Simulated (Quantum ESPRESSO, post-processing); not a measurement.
# H on fcc sites of Rh(111): a series in the coverage, part 2 of 2

Aim: how the results for H on fcc sites of Rh(111) change with the coverage.

Quantum ESPRESSO 7.5; plane-wave DFT, PBE, GBRV ultrasoft pseudopotentials.

So far. Step 7 (Relaxation with pw.x, 0.1111 ML): The relaxation lowers the energy by 9 meV an atom. On the free atoms the largest force ends at 0.016 eV/Å. Step 8 (Self-consistent run, 0.1111 ML): Inside the slab this potential holds the local part of the pseudopotentials, which can be repulsive at the nuclei; only its value in the vacuum has a meaning of its own.

**9. Relaxing the ions, 0.75 ML**

System of this step: Rh(111), 3 layers, 4 sites a cell, 3 H on fcc sites. The cell holds 15 atoms: 12 Rh and 3 H. Cell: a = 5.419 Å, b = 5.419 Å, c = 19.324 Å, α = 90.0°, β = 90.0°, γ = 60.0°. It derives from Rh. Vacuum lies along c.

m7.relax.in

```
&control
  prefix = 'm7.relax'
  outdir = './out'
  pseudo_dir = './pseudo'
  nstep = 70
  forc_conv_thr = 0.0015
  calculation = 'relax'
/
&system
  ibrav = 0
  nat = 15
  ntyp = 2
  ecutwfc = 40
  ecutrho = 200
  occupations = 'smearing'
  smearing = 'mv'
  degauss = 0.02
/
&electrons
  conv_thr = 1e-07
  mixing_beta = 0.3
  electron_maxstep = 120
  mixing_mode = 'local-TF'
/
&ions
/
ATOMIC_SPECIES
  Rh  102.9055  rh_pbe_v1.4.uspp.F.UPF
  H   1.0080  h_pbe_v1.4.uspp.F.UPF
CELL_PARAMETERS angstrom
  5.41933042357437 0.00000000000000 0.00000000000000
  2.70966521178718 4.69327781831728 0.00000000000000
  0.00000000000000 0.00000000000000 19.32405518480968
ATOMIC_POSITIONS crystal
  Rh  0.000000000000 0.500000000000 0.365297590673 0 0 0
  Rh  0.500000000000 0.000000000000 0.365297590673 0 0 0
  Rh  0.500000000000 0.500000000000 0.365297590673 0 0 0
  Rh  0.000000000000 0.000000000000 0.365297590673 0 0 0
  Rh  0.166666666700 0.666666666700 0.479788693070 0 0 0
  Rh  0.666666666700 0.166666666700 0.479788693070 0 0 0
  Rh  0.666666666700 0.666666666700 0.479788693070 0 0 0
  Rh  0.166666666700 0.166666666700 0.479788693070 0 0 0
  Rh  0.833333333300 0.333333333300 0.594279795467
  Rh  0.333333333300 0.833333333300 0.594279795467
  Rh  0.333333333300 0.333333333300 0.594279795467
  Rh  0.833333333300 0.833333333300 0.594279795467
  H   0.000000000000 0.500000000000 0.634702409327
  H   0.500000000000 0.000000000000 0.634702409327
  H   0.500000000000 0.500000000000 0.634702409327
K_POINTS automatic
  5 5 1 0 0 0
```

On the command line:

```
OMP_NUM_THREADS=1 mpirun -n 16 pw.x -nk 2 -in m7.relax.in > m7.relax.out
```

It took 5.4 min on 16 MPI ranks of Arm Neoverse V2, shared host; peak memory 2 GiB; 86 min of CPU time.

Step by step:

| step | energy less that of the first step (eV) | largest force (eV/Å) |
| --- | --- | --- |
| 1 | 0.0000 | 1.1281 |
| 2 | -0.1193 | 0.7414 |
| 3 | -0.1999 | 0.5177 |
| 4 | -0.2395 | 0.3149 |
| 5 | -0.2522 | 0.3227 |
| 6 | -0.2663 | 0.2764 |
| 7 | -0.2817 | 0.2589 |
| 8 | -0.2879 | 0.1862 |
| 9 | -0.2911 | 0.1582 |
| 10 | -0.2942 | 0.1130 |
| 11 | -0.2956 | 0.0393 |
| 12 | -0.2958 | 0.0330 |

The atoms that moved most (Å):

| atom | dx | dy | dz | length |
| --- | --- | --- | --- | --- |
| H15 | -0.008 | -0.004 | 0.176 | 0.176 |
| H13 | 0.008 | -0.004 | 0.176 | 0.176 |
| H14 | 0.000 | 0.009 | 0.176 | 0.176 |
| Rh10 | -0.017 | 0.010 | -0.024 | 0.030 |
| Rh9 | 0.000 | -0.019 | -0.024 | 0.030 |
| Rh12 | 0.017 | 0.010 | -0.024 | 0.030 |
| Rh11 | 0.000 | 0.000 | 0.008 | 0.008 |

Final coordinates:

```cif
data_structure
_symmetry_space_group_name_H-M 'P 1'
_symmetry_Int_Tables_number 1
_cell_length_a 5.4193
_cell_length_b 5.4193
_cell_length_c 19.3241
_cell_angle_alpha 90.000
_cell_angle_beta 90.000
_cell_angle_gamma 60.000
_cell_volume 491.50
loop_
_atom_site_label
_atom_site_type_symbol
_atom_site_fract_x
_atom_site_fract_y
_atom_site_fract_z
_atom_site_occupancy
Rh1 Rh 0.00000 0.50000 0.36530 1
Rh2 Rh 0.50000 0.00000 0.36530 1
Rh3 Rh 0.50000 0.50000 0.36530 1
Rh4 Rh 0.00000 0.00000 0.36530 1
Rh5 Rh 0.16667 0.66667 0.47979 1
Rh6 Rh 0.66667 0.16667 0.47979 1
Rh7 Rh 0.66667 0.66667 0.47979 1
Rh8 Rh 0.16667 0.16667 0.47979 1
Rh9 Rh 0.83537 0.32925 0.59306 1
Rh10 Rh 0.32925 0.83537 0.59306 1
Rh11 Rh 0.33333 0.33333 0.59469 1
Rh12 Rh 0.83537 0.83537 0.59306 1
H13 H 0.00186 0.49907 0.64379 1
H14 H 0.49907 0.00186 0.64379 1
H15 H 0.49907 0.49907 0.64379 1
```

The relaxation lowers the energy by 20 meV an atom. On the free atoms the largest force ends at 0.033 eV/Å.

Numbers from this step:

| Item | Value |
| --- | --- |
| free energy | -27994.1902 eV |
| Fermi energy | 3.923 eV |

**10. Self-consistent run, 0.75 ML**

m7.esm.in

```
&control
  prefix = 'm7.esm'
  outdir = './out'
  pseudo_dir = './pseudo'
  calculation = 'scf'
  tprnfor = .true.
/
&system
  ibrav = 0
  nat = 15
  ntyp = 2
  ecutwfc = 40
  ecutrho = 200
  occupations = 'smearing'
  smearing = 'mv'
  degauss = 0.02
  assume_isolated = 'esm'
  esm_bc = 'bc1'
/
&electrons
  conv_thr = 1e-07
  mixing_beta = 0.25
  electron_maxstep = 160
  mixing_mode = 'local-TF'
  mixing_ndim = 12
/
ATOMIC_SPECIES
  Rh  102.9055  rh_pbe_v1.4.uspp.F.UPF
  H   1.0080  h_pbe_v1.4.uspp.F.UPF
CELL_PARAMETERS angstrom
  5.41933042357437 0.00000000000000 0.00000000000000
  2.70966521178718 4.69327781831728 0.00000000000000
  0.00000000000000 0.00000000000000 19.32405518480968
ATOMIC_POSITIONS crystal
  Rh  0.000000000000 0.500000000000 -0.139244000650
  Rh  0.500000000000 0.000000000000 -0.139244000650
  Rh  0.500000000000 0.500000000000 -0.139244000650
  Rh  0.000000000000 0.000000000000 -0.139244000650
  Rh  0.166666666700 0.666666666700 -0.024752898250
  Rh  0.666666666700 0.166666666700 -0.024752898250
  Rh  0.666666666700 0.666666666700 -0.024752898250
  Rh  0.166666666700 0.166666666700 -0.024752898250
  Rh  0.835374284100 0.329251431700 0.088518893850
  Rh  0.329251431700 0.835374284100 0.088518893850
  Rh  0.333333333300 0.333333333300 0.090146044950
  Rh  0.835374284100 0.835374284100 0.088518893850
  H   0.001861711900 0.499069144000 0.139244000650
  H   0.499069144000 0.001861711900 0.139244000650
  H   0.499069144000 0.499069144000 0.139244000650
K_POINTS automatic
  5 5 1 0 0 0
```

On the command line:

```
OMP_NUM_THREADS=1 mpirun -n 16 pw.x -nk 2 -in m7.esm.in > m7.esm.out
```

Wall time 77 s (16 MPI ranks); peak memory 2 GiB.

Read from the output:

* Fermi energy: -5.115 eV
* vacuum line at the lower end of the cell, over the Fermi level: 5.077 eV
* vacuum line at the upper end of the cell, over the Fermi level: 5.154 eV

Inside the slab this potential holds the local part of the pseudopotentials, which can be repulsive at the nuclei; only its value in the vacuum has a meaning of its own.

**11. Relaxation with pw.x, 1 ML**

System of this step: Rh(111), 3 layers, 1 sites a cell, 1 H on fcc sites. The cell holds 4 atoms: 3 Rh and 1 H. Its edges and angles: a = 2.710 Å, b = 2.710 Å, c = 19.324 Å, α = 90.0°, β = 90.0°, γ = 60.0°. It derives from Rh. Vacuum lies along c.

m8.relax.in

```
&control
  prefix = 'm8.relax'
  outdir = './out'
  pseudo_dir = './pseudo'
  nstep = 70
  forc_conv_thr = 0.0015
  calculation = 'relax'
/
&system
  ibrav = 0
  nat = 4
  ntyp = 2
  ecutwfc = 40
  ecutrho = 200
  occupations = 'smearing'
  smearing = 'mv'
  degauss = 0.02
/
&electrons
  conv_thr = 1e-07
  mixing_beta = 0.3
  electron_maxstep = 120
  mixing_mode = 'local-TF'
/
&ions
/
ATOMIC_SPECIES
  Rh  102.9055  rh_pbe_v1.4.uspp.F.UPF
  H   1.0080  h_pbe_v1.4.uspp.F.UPF
CELL_PARAMETERS angstrom
  2.70966521178718 0.00000000000000 0.00000000000000
  1.35483260589359 2.34663890915864 0.00000000000000
  0.00000000000000 0.00000000000000 19.32405518480968
ATOMIC_POSITIONS crystal
  Rh  0.000000000000 0.000000000000 0.365297590673 0 0 0
  Rh  0.333333333400 0.333333333400 0.479788693070 0 0 0
  Rh  0.666666666700 0.666666666700 0.594279795467
  H   0.000000000000 0.000000000000 0.634702409327
K_POINTS automatic
  10 10 1 0 0 0
```

On the command line:

```
OMP_NUM_THREADS=1 mpirun -n 16 pw.x -nk 4 -in m8.relax.in > m8.relax.out
```

It took 31 s on 16 MPI ranks; peak memory 0.99 GiB; 8.3 min of CPU time.

The steps of the relaxation:

| step | energy less that of the first step (eV) | largest force (eV/Å) |
| --- | --- | --- |
| 1 | 0.0000 | 0.9491 |
| 2 | -0.0282 | 0.7952 |
| 3 | -0.0502 | 0.6314 |
| 4 | -0.0695 | 0.3982 |
| 5 | -0.0779 | 0.3038 |
| 6 | -0.0806 | 0.3233 |
| 7 | -0.0842 | 0.2986 |
| 8 | -0.0892 | 0.2202 |
| 9 | -0.0933 | 0.0603 |
| 10 | -0.0935 | 0.0143 |

The atoms that moved most (Å):

| atom | dx | dy | dz | length |
| --- | --- | --- | --- | --- |
| H4 | 0.000 | 0.000 | 0.195 | 0.195 |

The relaxation lowers the energy by 23 meV an atom. On the free atoms the largest force ends at 0.014 eV/Å.

Read from the output:

```
free energy  : -7002.6171 eV
Fermi energy : 3.949 eV
```

**12. Ground state, 1 ML**

m8.esm.in

```
&control
  prefix = 'm8.esm'
  outdir = './out'
  pseudo_dir = './pseudo'
  calculation = 'scf'
  tprnfor = .true.
/
&system
  ibrav = 0
  nat = 4
  ntyp = 2
  ecutwfc = 40
  ecutrho = 200
  occupations = 'smearing'
  smearing = 'mv'
  degauss = 0.02
  assume_isolated = 'esm'
  esm_bc = 'bc1'
/
&electrons
  conv_thr = 1e-07
  mixing_beta = 0.25
  electron_maxstep = 160
  mixing_mode = 'local-TF'
  mixing_ndim = 12
/
ATOMIC_SPECIES
  Rh  102.9055  rh_pbe_v1.4.uspp.F.UPF
  H   1.0080  h_pbe_v1.4.uspp.F.UPF
CELL_PARAMETERS angstrom
  2.70966521178718 0.00000000000000 0.00000000000000
  1.35483260589359 2.34663890915864 0.00000000000000
  0.00000000000000 0.00000000000000 19.32405518480968
ATOMIC_POSITIONS crystal
  Rh  0.000000000000 0.000000000000 -0.139739338050
  Rh  0.333333333400 0.333333333400 -0.025248235650
  Rh  0.666666666700 0.666666666700 0.089198238550
  H   0.000000000000 0.000000000000 0.139739338050
K_POINTS automatic
  10 10 1 0 0 0
```

On the command line:

```
OMP_NUM_THREADS=1 mpirun -n 16 pw.x -nk 4 -in m8.esm.in > m8.esm.out
```

Elapsed: 10 s, on 16 MPI ranks; peak memory 1 GiB; 2.7 min of CPU time.

This step gave:

```
Fermi energy                                                   : -5.135 eV
vacuum line at the lower end of the cell, over the Fermi level : 5.099 eV
vacuum line at the upper end of the cell, over the Fermi level : 5.170 eV
```

Inside the slab this potential holds the local part of the pseudopotentials, which can be repulsive at the nuclei; only its value in the vacuum has a meaning of its own.

**13. The series side by side**

The series in one table:

| the coverage | adsorption energy an atom, from the free molecule (eV) | work function of the upper face (eV) | work function of the lower face (eV) |
| --- | --- | --- | --- |
| 0 ML | - | 5.081 | 5.081 |
| 0.1111 ML | - | 5.123 | 5.091 |
| 0.1667 ML | - | 5.115 | 5.077 |
| 0.25 ML | - | 5.102 | 5.039 |
| 0.3333 ML | - | 5.174 | 5.08 |
| 0.5 ML | -0.4533 | 5.125 | 5.045 |
| 0.6667 ML | -0.4414 | 5.162 | 5.085 |
| 0.75 ML | -0.4494 | 5.154 | 5.077 |
| 1 ML | -0.4436 | 5.17 | 5.099 |

**14. By hand**

At 1 ML: E_ads = [-7002.6171 − 1 × (-6986.3213)]/1 − (-31.7044)/2 = -0.444 eV. Cells and meshes differ along the series, and any error of the slab's energy is multiplied by the number of slab cells an adsorbate, so no value is given under half a monolayer.

**15. Summary of results**

* adsorption energy an atom, from the free molecule, at 0.5 ML and at 1 ML: -0.45, -0.44 eV
* work function of the upper face, at 0 ML and at 1 ML: 5.08, 5.17 eV

What this shows: The series holds 9 members (PBE, GBRV ultrasoft). From 0.5 ML to 1 ML the adsorption energy an atom, from the free molecule goes from -0.45 to -0.44 eV by way of -0.44 at 0.6667 ML. From 0 ML to 1 ML the work function of the upper face goes from 5.08 to 5.17 eV by way of 5.17 at 0.3333 ML. The untouched lower face should keep its work function but moves by 0.06 eV, since the slab is thin and cells, meshes or relaxed layers differ between members; changes of the upper face are uncertain by about as much. Thin slabs, one site and one ordered pattern a coverage; no reconstruction or subsurface sites; meshes differ a little between cells.

[Logs are printed without paths, hosts, clocks, repeated set-up lines and the standing remarks that a program may print on its own settings, such as how far it seeks lower states.]

[Hosts, paths, dates, database ids (printed as entryN), source tags and the programs' standing remarks are cut or masked in the printed files.]

[Maps of the electrostatic potential energy from Ansatz leave out the sawtooth potential of an applied field or a dipole correction, so their vacuum need not be flat; planar profiles and work functions include it.]
